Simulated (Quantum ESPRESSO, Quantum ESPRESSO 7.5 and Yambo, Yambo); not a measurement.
# A GW chain in Yambo: PtS2 (1T monolayer)

Aim: the G0W0 gap of PtS2 (1T monolayer) on PBE, step by step.

Program: Quantum ESPRESSO 7.5 and Yambo 5.3.0. Level of theory: PBE and many-body steps on it, plane waves. Results are calculated unless marked as measured.

This is a report of a sequence of runs, with most program output left out.

## 1. The structure

The cell holds 3 atoms: 1 Pt and 2 S. Its edges and angles: a = 3.574 Å, b = 3.574 Å, c = 15.000 Å, α = 90.0°, β = 90.0°, γ = 120.0°. Vacuum lies along c.

The structure was relaxed with PBE. The runs that relaxed it are not among those shown. Spin-orbit coupling is left out unless a step names it.

## 2. Ground state

This step: Quantum ESPRESSO 7.5; DFT, PBE, plane waves, norm-conserving pseudopotentials.

The ground-state density comes first.

The input, pw.in:

```
&control
  calculation = 'scf'
  prefix = 'x'
  outdir = 'o'
  pseudo_dir = 'pseudo'
/
&system
  ibrav = 0
  nat = 3
  ntyp = 2
  ecutwfc = 76.0
  nbnd = 20
  force_symmorphic = .true.
/
&electrons
  conv_thr = 1e-10
  electron_maxstep = 80
  mixing_beta = 0.5
/
ATOMIC_SPECIES
  Pt 195.08 Pt.upf
  S 32.06 S.upf
CELL_PARAMETERS angstrom
  3.5735303220 0.0000000000 0.0000000000
  -1.7867651610 3.0947680400 0.0000000000
  0.0000000000 0.0000000000 15.0000000000
ATOMIC_POSITIONS crystal
  Pt 0.0000000000 0.0000000000 0.5000000000
  S 0.3333333333 0.6666666667 0.5818569338
  S 0.6666666667 0.3333333333 0.4181430662
K_POINTS automatic
  12 12 1 0 0 0
```

Started as:

```bash
$ OMP_NUM_THREADS=1 mpirun -n 4 pw.x -nk 4 -in pw.in > pw.out
```

The job ended after 28 s (4 MPI ranks of Arm Neoverse V1, shared host; peak memory 0.55 GiB).

This step gave:

- total energy: -4155.3492 eV
- gap: 1.767 eV
- k of the valence top: 0.1667, 0.1667, 0
- k of the conduction bottom: 0, 0.25, 0
- least direct gap: 1.907 eV

The gap is indirect, with the least direct gap 0.14 eV higher.

## 3. Empty states on the mesh, 6×6×1 mesh, 92 bands

The sums over transitions need many empty states on a uniform mesh; this step solves for them.

Edit pw.in of step 2 so:

```diff
@@ -1,3 +1,3 @@
 &control
-  calculation = 'scf'
+  calculation = 'nscf'
   prefix = 'x'
@@ -11,3 +11,3 @@
   ecutwfc = 76.0
-  nbnd = 20
+  nbnd = 92
   force_symmorphic = .true.
@@ -15,5 +15,6 @@
 &electrons
-  conv_thr = 1e-10
+  conv_thr = 1e-9
   electron_maxstep = 80
-  mixing_beta = 0.5
+  diago_full_acc = .true.
+  diago_thr_init = 5e-6
 /
@@ -31,2 +32,2 @@
 K_POINTS automatic
-  12 12 1 0 0 0
+  6 6 1 0 0 0
```

The job ended after 27 s (4 MPI ranks; peak memory 0.71 GiB).

Numbers from this step:

```
gap                                                           : 2.039 eV
k of the valence top                                          : 0.1667, 0.1667, 0
k of the conduction bottom                                    : 0, 0.1667, 0
least direct gap                                              : 2.065 eV
k points computed                                             : 7
lowest point of the top converged band, above the valence top : 33.73 eV
```

On this mesh the gap is 2.039 eV. The earlier step found 1.767 eV, so this mesh misses an edge.

## 4. Conversion and set-up

This step: Yambo 5.3.0; conversion and set-up on PBE, plane waves, norm-conserving pseudopotentials.

The states are converted to the many-body program's format and the q mesh is built.

Started as:

```bash
$ (cd o/x.save; p2y > p2y.log; mv SAVE ../..); yambo > setup.log
```

The job ended after 3.1 s (1 MPI rank; peak memory 0.25 GiB).

## 5. Screening and self-energy, 6×6×1 mesh, 92 bands, screening to 108.8 eV

G0W0 replaces the xc potential by the self-energy, built once from these orbitals. Only a window of levels is corrected, while the sums run over the empty bands that the input names.

This step: G0W0 on PBE, plane waves, norm-conserving pseudopotentials.

The input, gw1.in:

```
HF_and_locXC
gw0
dyson
ppa
em1d
rim_cut
rim_w
RandQpts= 3000000
RandGvec= 100 RL
CUTGeo= "slab z"
RandGvecW= 9 RL
EXXRLvcs= 76 Ry
VXCRLvcs= 304 Ry
Chimod= "HARTREE"
% BndsRnXp
 1 | 92 |
%
NGsBlkXp= 8 Ry
% LongDrXp
 1 | 1 | 0 |
%
% GbndRnge
 1 | 92 |
%
DysSolver= "n"
ExtendOut
PPAPntXp= 27.21138 eV
% QPkrange
 5 | 5 | 14 | 17 |
 2 | 2 | 14 | 17 |
 1 | 1 | 14 | 17 |
%
```

Started as:

```bash
$ OMP_NUM_THREADS=2 mpirun -n 2 yambo -F gw1.in -J gw1 -C gw1 > gw1.log
```

Run time: 3.5 min. Hardware: 2 MPI ranks; peak memory 1.3 GiB.

This step gave:

```
G0W0 gap on the points computed              : 3.275 eV
starting gap on the mesh                     : 2.039 eV
k of the valence top                         : 0, 0.1667, 0
k of the conduction bottom                   : 0, 0.1667, 0
least direct G0W0 gap on the computed points : 3.275 eV
Z at the valence top                         : 0.7469
Z at the conduction bottom                   : 0.7544
```

The gap on the mesh goes from 2.04 eV to 3.27 eV, a correction of +1.24 eV. The start differs from the 1.77 eV found before because the two sample other k points.

Limits: finite bands, cutoff and mesh; no spin polarisation; d states lean on the start; no spin-orbit coupling. v1 is the top filled band, c1 the lowest empty one. The levels before and after the correction (eV, zero at the valence-band top of each column):

|  | conduction bottom | valence top |
| --- | --- | --- |
| Kohn-Sham | 2.04 | 0.00 |
| G0W0 | 3.27 | 0.00 |

```
                    level  energy (eV)
Kohn-Sham  (0 0.167 0) v2       -0.225
Kohn-Sham  (0 0.167 0) v1       -0.026
Kohn-Sham  (0 0.167 0) c1        2.039
Kohn-Sham  (0 0.167 0) c2        2.864
     G0W0  (0 0.167 0) v2       -0.312
     G0W0  (0 0.167 0) v1        0.000
     G0W0  (0 0.167 0) c1        3.275
     G0W0  (0 0.167 0) c2        4.179
```

## 6. Where the time went

Times are wall times on the hardware named with each run, good to a factor of about two.

```
                     step     time  share  memory (GiB)
             ground state     28 s   10 %          0.55
 empty states on the mesh     27 s   10 %          0.71
    conversion and set-up    3.1 s    1 %          0.25
screening and self-energy  3.5 min   78 %           1.3
```

## 7. Summary of results

| Item | Value |
| --- | --- |
| PBE gap | 1.77 eV, indirect |
| G0W0 gap on the mesh | 3.27 eV |
| G0W0 gap over the zone (rigid shift) | 3.00 eV |
| GW settings | 6×6×1 mesh, 92 bands, screening to 108.8 eV, Godby-Needs plasmon pole |
| known limits | not at the basis limit; no spin polarisation; d states lean on the start; no spin-orbit coupling |

**Reading.** G0W0 moves the gap on the mesh from 2.04 eV to 3.27 eV (+1.24 eV), with Z of 0.75 and 0.75 at the edges. The mesh misses the band edges by 0.27 eV in all; a rigid shift gives 3.00 eV for the zone. Only 3 of the mesh's irreducible points were corrected, so a valley elsewhere could overtake. The dearest step here is «screening and self-energy». Bands and cutoff are finite, so the gap is not at the basis limit. The miss can reach some tenths of an eV and take either sign; the mesh is an error of its own. In the G0W0 run levels were corrected at 3 k points alone, so a gap called «on the mesh» is the least over those, and an edge elsewhere would be missed. A denser mesh or path gives a starting gap of 1.77 eV: the GW mesh misses a band edge, so its gaps are not the fundamental one. The runs have no spin polarisation. For a closed low-spin shell that is the natural state; where a d or f shell is open it is a constraint, and the gap is then not the crystal's own. With d states at the gap, one-shot GW leans hard on its start. The many-body steps are scalar-relativistic: spin-orbit coupling is not in them.

[Paths, hosts, dates, memory and timing lines, banners, echoed tables and standing remarks are left out of the program output.]

[Logs are printed without paths, hosts, clocks, repeated set-up lines and the standing remarks that a program may print on its own settings, such as how far it seeks lower states.]

[Runs of the session that timed out or met a known fault of the program may be left out.]

[Hosts, paths, dates, database ids (printed as entryN), source tags and the programs' standing remarks are cut or masked in the printed files.]
